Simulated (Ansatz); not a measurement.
# SrZrO3 (001), ZrO2 faces on V(100): work function and capacitance, part 2 of 4

Aim: how a film of SrZrO3 (001), ZrO2 faces changes the work function of V(100), and how thick it looks to a field.

Ansatz 0.2.0; plane-wave DFT, LDA, Ansatz PAW.

So far, work function, upper face (eV): step 2 (the bare metal) 4.09.

### 3. Film on the metal, relaxed, 18 atoms, units 1

System of this step: 1 unit of SrZrO3 (001), ZrO2 faces on V(100). The cell holds 18 atoms: 10 V, 2 Zr, 5 O and 1 Sr. Its edges and angles: a = 4.100 Å, b = 4.100 Å, c = 31.785 Å, α = 90.0°, β = 90.0°, γ = 90.0°. Regions: metal, 10 atoms (10 V); film, 8 atoms (2 Zr, 5 O and 1 Sr). Vacuum lies along c.

The structure is relaxed first, because levels and dipoles at a surface follow the positions of the outer atoms.

input.yaml reads:

```yaml
crystal:
  lattice:
    - [4.1, 0.0, 0.0]
    - [0.0, 4.1, 0.0]
    - [0.0, 0.0, 31.784615219]
  atoms:
    - { symbol: V, position: [0.0, 0.0, 0.2831558582] }
    - { symbol: V, position: [0.5, 0.5, 0.2831558582] }
    - { symbol: V, position: [0.0, 0.5, 0.3322410459] }
    - { symbol: V, position: [0.5, 0.0, 0.3322410459] }
    - { symbol: V, position: [0.0, 0.0, 0.3813262337] }
    - { symbol: V, position: [0.5, 0.5, 0.3813262337] }
    - { symbol: V, position: [0.0, 0.5, 0.4304114214] }
    - { symbol: V, position: [0.5, 0.0, 0.4304114214] }
    - { symbol: V, position: [0.0, 0.0, 0.4794966091] }
    - { symbol: V, position: [0.5, 0.5, 0.4794966091] }
    - { symbol: Zr, position: [0.0, 0.0, 0.5878509175] }
    - { symbol: O, position: [0.5, 0.0, 0.5878509175] }
    - { symbol: O, position: [0.0, 0.5, 0.5878509175] }
    - { symbol: Sr, position: [0.5, 0.5, 0.6523475297] }
    - { symbol: O, position: [0.0, 0.0, 0.6523475297] }
    - { symbol: Zr, position: [0.0, 0.0, 0.7168441418] }
    - { symbol: O, position: [0.5, 0.0, 0.7168441418] }
    - { symbol: O, position: [0.0, 0.5, 0.7168441418] }
kpoints:
  mp_grid: { grid: [8, 8, 1] }
hamiltonian:
  xc: lda
scf:
  occupations: { method: fermi_dirac, width: 0.1 }
  convergence: { dr2_threshold: 1.0e-09 }
efield:
  axis: 3
  dipole_correction: true
  ramp_position: 0.97
  ramp_width: 0.06
relax:
  f_tol: 0.01
  max_steps: 90
  constraints: [{ sites: [0, 1, 2, 3] }]
output:
  write_potential: true
  write_density: true
  volumetric_format: npy
```

Command:

```console
ansatz run input.yaml --threads 4 --pin off --max-ram 12288MiB --backend cpu --events-out ev --progress --plain --runs-dir out
```

Numbers of over 12 decimals in the logs are rounded to 6 here.

The log of the run:

```text
[...]
Crystal: 18 atoms, lattice volume = 534.299 Å³
Basis set: ecut = 420 eV, 10443 PW (Γ)
Bands: 117, of which v1, the nominal top of the filled ones, is band 97 counted from 1 (96 counted from 0)
Symmetry: 8 space group operations
[...]
k-points: 15 of 64
[...]
SCF iter   1: F=—  HF=-42985.391576 eV  |F-HF|=—  |Δ(HF+E_count)|=         —  Δρ=1.22e-2  dr2=3.95e0  ethr=1.77e-3  p=0.084 e·Å  D=2.85e-2 V/Å  ΔV_dip=-0.90 eV  dr2_dipole=6.18e-1  V_vac-E_F(+/−)=3.36/4.27 eV  ⟨swp⟩=8.5  Hψ=7740  notcnv=0
[...]
SCF iter  14: F=-42985.266546 eV  HF=-42985.266546 eV  |F-HF|=5.02e-10  |Δ(HF+E_count)|=   4.49e-9  Δρ=2.78e-7  dr2=4.86e-10  ethr=1.00e-12  p=0.034 e·Å  D=1.15e-2 V/Å  ΔV_dip=-0.36 eV  dr2_dipole=4.58e-15  V_vac-E_F(+/−)=3.93/4.29 eV  ⟨swp⟩=9.4  Hψ=10718  notcnv=0
SCF 1 converged in 14 iterations: F = -42985.266546 eV  dr2 = 4.86e-10
[...]
relax step   1: F+E_penalty+E_count = -42985.26654621 eV  Δ(F+E_penalty+E_count) = +0.000e0 eV  max|allowed force component| = 1.703e0 eV/Å  Δτ_max = 0.0000 Å  (14 SCF iters, accepted)
[...]
SCF iter   1: F=—  HF=-42986.112515 eV  |F-HF|=—  |Δ(HF+E_count)|=         —  Δρ=2.16e-2  dr2=9.49e0  ethr=3.10e-3  p=0.034 e·Å  D=1.15e-2 V/Å  ΔV_dip=-0.36 eV  dr2_dipole=3.52e-1  V_vac-E_F(+/−)=3.98/4.34 eV  ⟨swp⟩=4.0  Hψ=4399  notcnv=0
[...]
SCF iter  14: F=-42985.738934 eV  HF=-42985.738934 eV  |F-HF|=1.16e-9  |Δ(HF+E_count)|=   4.47e-9  Δρ=2.00e-7  dr2=2.59e-10  ethr=1.00e-12  p=0.024 e·Å  D=7.96e-3 V/Å  ΔV_dip=-0.25 eV  dr2_dipole=2.47e-12  V_vac-E_F(+/−)=4.04/4.29 eV  ⟨swp⟩=9.0  Hψ=10449  notcnv=0
SCF 2 converged in 14 iterations: F = -42985.738934 eV  dr2 = 2.59e-10
relax step   2: F+E_penalty+E_count = -42985.73893404 eV  Δ(F+E_penalty+E_count) = -4.724e-1 eV  max|allowed force component| = 8.821e-1 eV/Å  Δτ_max = 0.1946 Å  (14 SCF iters, accepted)
SCF iter   1: F=—  HF=-42986.436080 eV  |F-HF|=—  |Δ(HF+E_count)|=         —  Δρ=2.33e-2  dr2=1.09e1  ethr=3.10e-3  p=0.024 e·Å  D=7.96e-3 V/Å  ΔV_dip=-0.25 eV  dr2_dipole=3.18e-1  V_vac-E_F(+/−)=4.10/4.36 eV  ⟨swp⟩=4.3  Hψ=4408  notcnv=0
[...]
SCF iter  14: F=-42985.965925 eV  HF=-42985.965925 eV  |F-HF|=1.11e-9  |Δ(HF+E_count)|=   1.36e-9  Δρ=2.34e-7  dr2=3.69e-10  ethr=1.00e-12  p=0.006 e·Å  D=1.97e-3 V/Å  ΔV_dip=-0.06 eV  dr2_dipole=8.15e-12  V_vac-E_F(+/−)=4.22/4.28 eV  ⟨swp⟩=9.0  Hψ=10598  notcnv=0
SCF 3 converged in 14 iterations: F = -42985.965925 eV  dr2 = 3.69e-10
relax step   3: F+E_penalty+E_count = -42985.96592480 eV  Δ(F+E_penalty+E_count) = -2.270e-1 eV  max|allowed force component| = 3.480e-1 eV/Å  Δτ_max = 0.1949 Å  (14 SCF iters, accepted)
[... from here on, the SCF cycles and remarks between the steps are left out ...]
relax step   4: F+E_penalty+E_count = -42986.00239070 eV  Δ(F+E_penalty+E_count) = -3.647e-2 eV  max|allowed force component| = 5.443e-1 eV/Å  Δτ_max = 0.1948 Å  (15 SCF iters, accepted)
relax step   5: F+E_penalty+E_count = -42986.03642857 eV  Δ(F+E_penalty+E_count) = -3.404e-2 eV  max|allowed force component| = 1.584e-1 eV/Å  Δτ_max = 0.1913 Å  (13 SCF iters, accepted)
relax step   6: F+E_penalty+E_count = -42986.06452024 eV  Δ(F+E_penalty+E_count) = -2.809e-2 eV  max|allowed force component| = 1.185e-1 eV/Å  Δτ_max = 0.1960 Å  (14 SCF iters, accepted)
relax step   7: F+E_penalty+E_count = -42986.07997901 eV  Δ(F+E_penalty+E_count) = -1.546e-2 eV  max|allowed force component| = 1.194e-1 eV/Å  Δτ_max = 0.1950 Å  (13 SCF iters, accepted)
relax step   8: F+E_penalty+E_count = -42986.08241464 eV  Δ(F+E_penalty+E_count) = -2.436e-3 eV  max|allowed force component| = 4.004e-2 eV/Å  Δτ_max = 0.0782 Å  (12 SCF iters, accepted)
relax step   9: F+E_penalty+E_count = -42986.08254435 eV  Δ(F+E_penalty+E_count) = -1.297e-4 eV  max|allowed force component| = 2.758e-2 eV/Å  Δτ_max = 0.0156 Å  (10 SCF iters, accepted)
relax step  10: F+E_penalty+E_count = -42986.08259382 eV  Δ(F+E_penalty+E_count) = -4.946e-5 eV  max|allowed force component| = 1.730e-2 eV/Å  Δτ_max = 0.0062 Å  (9 SCF iters, accepted)
SCF iter   1: F=—  HF=-42986.081869 eV  |F-HF|=—  |Δ(HF+E_count)|=         —  Δρ=1.50e-4  dr2=5.43e-4  ethr=2.61e-7  p=0.056 e·Å  D=1.91e-2 V/Å  ΔV_dip=-0.61 eV  dr2_dipole=6.31e-5  V_vac-E_F(+/−)=3.67/4.27 eV  ⟨swp⟩=2.0  Hψ=2871  notcnv=0
[...]
SCF iter   8: F=-42986.082604 eV  HF=-42986.082604 eV  |F-HF|=5.24e-10  |Δ(HF+E_count)|=   2.90e-9  Δρ=2.24e-7  dr2=5.60e-10  ethr=1.00e-12  p=0.056 e·Å  D=1.91e-2 V/Å  ΔV_dip=-0.61 eV  dr2_dipole=3.02e-11  V_vac-E_F(+/−)=3.67/4.27 eV  ⟨swp⟩=9.1  Hψ=10636  notcnv=0
SCF 11 converged in 8 iterations: F = -42986.082604 eV  dr2 = 5.60e-10
relax step  11: F+E_penalty+E_count = -42986.08260398 eV  Δ(F+E_penalty+E_count) = -1.017e-5 eV  max|allowed force component| = 7.996e-3 eV/Å  Δτ_max = 0.0007 Å  (8 SCF iters, accepted)
NSCF: frozen V_eff on 15 k-points
[...]
SCF converged after 8 iterations
Free energy (F): -42986.082604 eV
[...]
Internal energy: -42985.601379 eV  (E = F + TS)
E sigma→0 (E₀):  -42985.841992 eV
Entropy (-TS):   -0.481225 eV (-26.735 meV/atom)
Fermi energy:    4.076447 eV
Dipole field:    D = 0.019119 V/Å  (p = 0.056452 e·Å, saw-weighted, corrected)
Work function:   Φ+ = 3.6651 eV   Φ− = 4.2728 eV
[...]
--- Forces (eV/Å), atoms counted from 1 ---
  atom   1  V      0.00000000     0.00000000     1.44563522
  atom   2  V      0.00000000     0.00000000     1.39380344
  atom   3  V     -0.00000000    -0.00000000    -1.41930690
  atom   4  V     -0.00000000    -0.00000000    -1.41930690
  atom   5  V     -0.00000000     0.00000000    -0.00090390
  atom   6  V     -0.00000000     0.00000000    -0.00134621
  atom   7  V     -0.00000000    -0.00000000     0.00032980
  atom   8  V      0.00000000    -0.00000000     0.00032980
  atom   9  V      0.00000000     0.00000000     0.00066677
  atom  10  V      0.00000000     0.00000000     0.00127847
  atom  11  Zr    -0.00000000    -0.00000000    -0.00354401
  atom  12  O     -0.00000000    -0.00000000     0.00003366
  atom  13  O      0.00000000    -0.00000000     0.00003366
  atom  14  Sr    -0.00000000     0.00000000    -0.00125324
  atom  15  O      0.00000000    -0.00000000     0.00799565
  atom  16  Zr    -0.00000000    -0.00000000    -0.00312728
  atom  17  O      0.00000000    -0.00000000    -0.00003032
  atom  18  O     -0.00000000    -0.00000000    -0.00003032
  max |Σ_I F_I| component: 1.26e-3 eV/Å
--- Band table (eV; the first three rows and the last of 15) ---
  k-point 0: bands = [... 93 lower, 4.0446, 4.1540, 4.2665, 4.2665, 4.3957, 4.4580, 4.4580, 4.7336, ... 16 higher]
  k-point 1: bands = [... 93 lower, 3.9423, 4.0203, 4.1194, 4.2334, 4.3247, 4.3759, 4.5206, 4.5873, ... 16 higher]
  k-point 2: bands = [... 93 lower, 3.5443, 3.7692, 3.8034, 4.0795, 4.2777, 4.3061, 4.4420, 4.5104, ... 16 higher]
  k-point 14: bands = [... 93 lower, 3.7522, 3.7963, 3.7963, 3.9029, 3.9032, 4.4079, 4.4079, 4.7943, ... 16 higher]
--- Relaxed structure (11 steps of the walk, 11 accepted, 0 SCFs on fresh bases) ---
  F+E_penalty+E_count = -42986.08260398 eV   max|allowed force component| = 7.996e-3 eV/Å
  atoms:
    - { symbol: V, position: [0.0, 0.0, 0.2831558582] }
    - { symbol: V, position: [0.500000, 0.500000, 0.2831558582] }
    - { symbol: V, position: [0.0, 0.500000, 0.3322410459] }
    - { symbol: V, position: [0.500000, 0.0, 0.3322410459] }
    - { symbol: V, position: [-5.471471765608845e-18, 0, 0.377694] }
    - { symbol: V, position: [0.500000, 0.500000, 0.377869] }
    - { symbol: V, position: [-7.857292422653387e-18, 0.500000, 0.425195] }
    - { symbol: V, position: [0.500000, 0, 0.425195] }
    - { symbol: V, position: [-2.5468599941337854e-17, 0, 0.462587] }
    - { symbol: V, position: [0.500000, 0.500000, 0.469203] }
    - { symbol: Zr, position: [-3.4628887612273745e-17, 0, 0.564860] }
    - { symbol: O, position: [0.500000, 0, 0.567534] }
    - { symbol: O, position: [-3.060104545740714e-17, 0.500000, 0.567534] }
    - { symbol: Sr, position: [0.500000, 0.500000, 0.627758] }
    - { symbol: O, position: [-3.8471692907699946e-17, 0, 0.626805] }
    - { symbol: Zr, position: [-4.347560371830148e-17, 0, 0.687980] }
    - { symbol: O, position: [0.500000, 0, 0.686685] }
    - { symbol: O, position: [-4.542591785387222e-17, 0.500000, 0.686685] }
```

The job ended after 8.8 min (4 threads of Arm Neoverse V1, shared host; peak memory 1.8 GiB).

Step by step:

```csv
step,energy less that of the first step (eV),largest force component (eV/Å)
1,0.0000,1.7027
2,-0.4724,0.8821
3,-0.6994,0.3480
4,-0.7358,0.5443
5,-0.7699,0.1584
6,-0.7980,0.1185
7,-0.8134,0.1194
8,-0.8159,0.0400
9,-0.8160,0.0276
10,-0.8160,0.0173
11,-0.8161,0.0080
```

Forces are held to the 8 operations that the run works with; a distortion that breaks them can't arise in this run.

The atoms that moved most (Å):

```csv
atom,dx,dy,dz,length
O18,0.000,0.000,-0.959,0.959
O17,0.000,0.000,-0.959,0.959
Zr16,0.000,0.000,-0.917,0.917
O15,0.000,0.000,-0.812,0.812
Sr14,0.000,0.000,-0.782,0.782
Zr11,0.000,0.000,-0.731,0.731
O13,0.000,0.000,-0.646,0.646
O12,0.000,0.000,-0.646,0.646
```

Numbers from this step:

- energy at zero smearing: -42985.8420 eV
- work function, upper face: 3.665 eV
- work function, lower face: 4.273 eV
- dipole along the normal: 0.05645 e·Å
- step between the vacuum levels: -0.6077 eV

Running mean over 1.56 and then 4.1 Å of the planar mean; the ramp of the sawtooth is left out. Table of electron's electrostatic potential energy less the Fermi level by z:

z (Å), electron's electrostatic potential energy less the Fermi level (eV) and a bar from the least value:
```
        4       4.26 ##############################
        5       4.17 ##############################
        6       3.48 ############################
        7       1.13 #######################
        8      -1.90 ################
        9      -4.95 #########
       10      -7.60 ###
       11      -8.54 #
       12      -8.87 #
       13      -9.10 
       14      -7.76 ###
       15      -5.46 ########
       16      -4.60 ##########
       17      -3.90 ############
       18      -4.71 ##########
       19      -6.67 #####
       20      -7.29 ####
       21      -6.43 ######
       22      -3.97 ############
       23      -1.27 ##################
       24       1.43 ########################
       25       3.40 ############################
       26       3.65 #############################
       27       3.66 #############################
       28       3.66 #############################
```

The relaxation took 11 steps and lowered the energy by 0.82 eV; the largest force on the free atoms ends at 0.0080 eV/Å.

The work function is now 3.67 eV, -0.42 eV from the bare metal.

### 4. Single point, 18 atoms, units 1, field 0.1 V/Å

A sawtooth potential applies the field, turning back in the middle of the vacuum. With the dipole correction the typed value is the field outside the slab. The induced dipole is small, so the SCF threshold is tight.

input.yaml reads:

```yaml
crystal:
  lattice:
    - [4.1, 0.0, 0.0]
    - [0.0, 4.1, 0.0]
    - [0.0, 0.0, 31.784615219]
  atoms:
    - { symbol: V, position: [0.0, 0.0, 0.2831558582] }
    - { symbol: V, position: [0.5, 0.5, 0.2831558582] }
    - { symbol: V, position: [0.0, 0.5, 0.3322410459] }
    - { symbol: V, position: [0.5, 0.0, 0.3322410459] }
    - { symbol: V, position: [0.0, 0.0, 0.3776935902] }
    - { symbol: V, position: [0.5, 0.5, 0.3778692045] }
    - { symbol: V, position: [0.0, 0.5, 0.4251947734] }
    - { symbol: V, position: [0.5, 0.0, 0.4251947734] }
    - { symbol: V, position: [0.0, 0.0, 0.4625873845] }
    - { symbol: V, position: [0.5, 0.5, 0.4692027555] }
    - { symbol: Zr, position: [0.0, 0.0, 0.5648599546] }
    - { symbol: O, position: [0.5, 0.0, 0.5675341372] }
    - { symbol: O, position: [0.0, 0.5, 0.5675341372] }
    - { symbol: Sr, position: [0.5, 0.5, 0.6277582645] }
    - { symbol: O, position: [0.0, 0.0, 0.6268052346] }
    - { symbol: Zr, position: [0.0, 0.0, 0.6879796283] }
    - { symbol: O, position: [0.5, 0.0, 0.6866847672] }
    - { symbol: O, position: [0.0, 0.5, 0.6866847672] }
kpoints:
  mp_grid: { grid: [8, 8, 1] }
hamiltonian:
  xc: lda
scf:
  occupations: { method: fermi_dirac, width: 0.1 }
  convergence: { dr2_threshold: 1.0e-10 }
efield:
  axis: 3
  dipole_correction: true
  ramp_position: 0.9538
  ramp_width: 0.0704
  amplitude: 0.1
output:
  write_potential: true
  write_density: true
  volumetric_format: npy
```

The log of the run:

```text
[...]
Crystal: 18 atoms, lattice volume = 534.299 Å³
Basis set: ecut = 420 eV, 10443 PW (Γ)
Bands: 117, of which v1, the nominal top of the filled ones, is band 97 counted from 1 (96 counted from 0)
Symmetry: 8 space group operations
[...]
k-points: 15 of 64
[...]
SCF iter   1: F=—  HF=-43015.447614 eV  |F-HF|=—  |Δ(HF+E_count)|=         —  Δρ=1.22e-1  dr2=3.31e2  ethr=3.10e-3  p=0.149 e·Å  D=5.05e-2 V/Å  ΔV_dip=-1.61 eV  dr2_dipole=7.72e0  V_vac-E_F(+/−)=10.58/9.29 eV  ⟨swp⟩=10.6  Hψ=9659  notcnv=0
[...]
SCF iter  33: F=-42986.095337 eV  HF=-42986.095337 eV  |F-HF|=7.28e-12  |Δ(HF+E_count)|=  8.29e-10  Δρ=5.79e-8  dr2=2.81e-11  ethr=1.00e-12  p=0.198 e·Å  D=6.71e-2 V/Å  ΔV_dip=-2.13 eV  dr2_dipole=9.06e-13  V_vac-E_F(+/−)=4.43/3.67 eV  ⟨swp⟩=18.9  Hψ=7963  notcnv=0
SCF 1 converged in 33 iterations: F = -42986.095337 eV  dr2 = 2.81e-11
[...]
SCF converged after 33 iterations
Free energy (F): -42986.095337 eV
[...]
Internal energy: -42985.615380 eV  (E = F + TS)
E sigma→0 (E₀):  -42985.855358 eV
Entropy (-TS):   -0.479958 eV (-26.664 meV/atom)
Fermi energy:    4.000231 eV
Dipole field:    D = 0.067134 V/Å  (p = 0.198230 e·Å, saw-weighted, corrected)
Work function:   not extracted (applied field tilts the vacuum); planar V_es + V_field profile in the machine report
[...]
--- Band table (eV; the first three rows and the last of 15) ---
  k-point 0: bands = [... 93 lower, 3.9688, 4.0892, 4.1904, 4.1904, 4.3195, 4.3816, 4.3816, 4.6573, ... 16 higher]
  k-point 1: bands = [... 93 lower, 3.8594, 3.9423, 4.0433, 4.1616, 4.2470, 4.3000, 4.4439, 4.5108, ... 16 higher]
  k-point 2: bands = [... 93 lower, 3.4682, 3.6931, 3.7243, 4.0002, 4.2051, 4.2304, 4.3657, 4.4338, ... 16 higher]
  k-point 14: bands = [... 93 lower, 3.6758, 3.7206, 3.7206, 3.8268, 3.8269, 4.3324, 4.3324, 4.7181, ... 16 higher]
```

Run time: 3 min. Hardware: 4 threads; peak memory 2 GiB; 12 min of CPU time.

Numbers from this step:

* energy at zero smearing: -42985.8554 eV
* dipole along the normal: 0.1982 e·Å

The dipole is 0.198 e·Å.

### 5. Single point, 18 atoms, units 1, field -0.1 V/Å

Changes to input.yaml since step 4:

```diff
@@ -36,3 +36,3 @@
   ramp_width: 0.0704
-  amplitude: 0.1
+  amplitude: -0.1
 output:
```

The log of the run:

```text
[...]
Crystal: 18 atoms, lattice volume = 534.299 Å³
Basis set: ecut = 420 eV, 10443 PW (Γ)
Bands: 117, of which v1, the nominal top of the filled ones, is band 97 counted from 1 (96 counted from 0)
Symmetry: 8 space group operations
[...]
k-points: 15 of 64
[...]
SCF iter   1: F=—  HF=-43015.490405 eV  |F-HF|=—  |Δ(HF+E_count)|=         —  Δρ=1.22e-1  dr2=3.32e2  ethr=3.10e-3  p=-0.149 e·Å  D=-5.06e-2 V/Å  ΔV_dip=1.61 eV  dr2_dipole=7.17e0  V_vac-E_F(+/−)=9.26/10.55 eV  ⟨swp⟩=10.6  Hψ=9637  notcnv=0
[...]
SCF iter  24: F=-42986.084041 eV  HF=-42986.084041 eV  |F-HF|=5.17e-10  |Δ(HF+E_count)|=  8.95e-10  Δρ=8.56e-8  dr2=7.25e-11  ethr=1.00e-12  p=-0.085 e·Å  D=-2.89e-2 V/Å  ΔV_dip=0.92 eV  dr2_dipole=2.85e-11  V_vac-E_F(+/−)=2.84/4.82 eV  ⟨swp⟩=17.9  Hψ=8431  notcnv=0
SCF 1 converged in 24 iterations: F = -42986.084041 eV  dr2 = 7.25e-11
[...]
SCF converged after 24 iterations
Free energy (F): -42986.084041 eV
[...]
Internal energy: -42985.601603 eV  (E = F + TS)
E sigma→0 (E₀):  -42985.842822 eV
Entropy (-TS):   -0.482438 eV (-26.802 meV/atom)
Fermi energy:    4.137699 eV
Dipole field:    D = -0.028848 V/Å  (p = -0.085180 e·Å, saw-weighted, corrected)
Work function:   not extracted (applied field tilts the vacuum); planar V_es + V_field profile in the machine report
[...]
--- Band table (eV; the first three rows and the last of 15) ---
  k-point 0: bands = [... 93 lower, 4.1054, 4.2041, 4.3275, 4.3275, 4.4570, 4.5193, 4.5193, 4.7949, ... 16 higher]
  k-point 1: bands = [... 93 lower, 4.0082, 4.0848, 4.1806, 4.2903, 4.3876, 4.4368, 4.5824, 4.6488, ... 16 higher]
  k-point 2: bands = [... 93 lower, 3.6054, 3.8304, 3.8675, 4.1438, 4.3354, 4.3668, 4.5034, 4.5720, ... 16 higher]
  k-point 14: bands = [... 93 lower, 3.8135, 3.8571, 3.8571, 3.9641, 3.9645, 4.4684, 4.4684, 4.8555, ... 16 higher]
```

It took 2.5 min on 4 threads; peak memory 2.1 GiB.

Numbers from this step:

- energy at zero smearing: -42985.8428 eV
- dipole along the normal: -0.08518 e·Å

The dipole is -0.0852 e·Å.

(Part 2 of 4 ends here.)

[Logs are printed without paths, hosts, clocks, repeated set-up lines and the standing remarks that a program may print on its own settings, such as how far it seeks lower states.]

[Hosts, paths, dates, database ids (printed as entryN), source tags and the programs' standing remarks are cut or masked in the printed files.]

[Maps of the electrostatic potential energy from Ansatz leave out the sawtooth potential of an applied field or a dipole correction, so their vacuum need not be flat; planar profiles and work functions include it.]
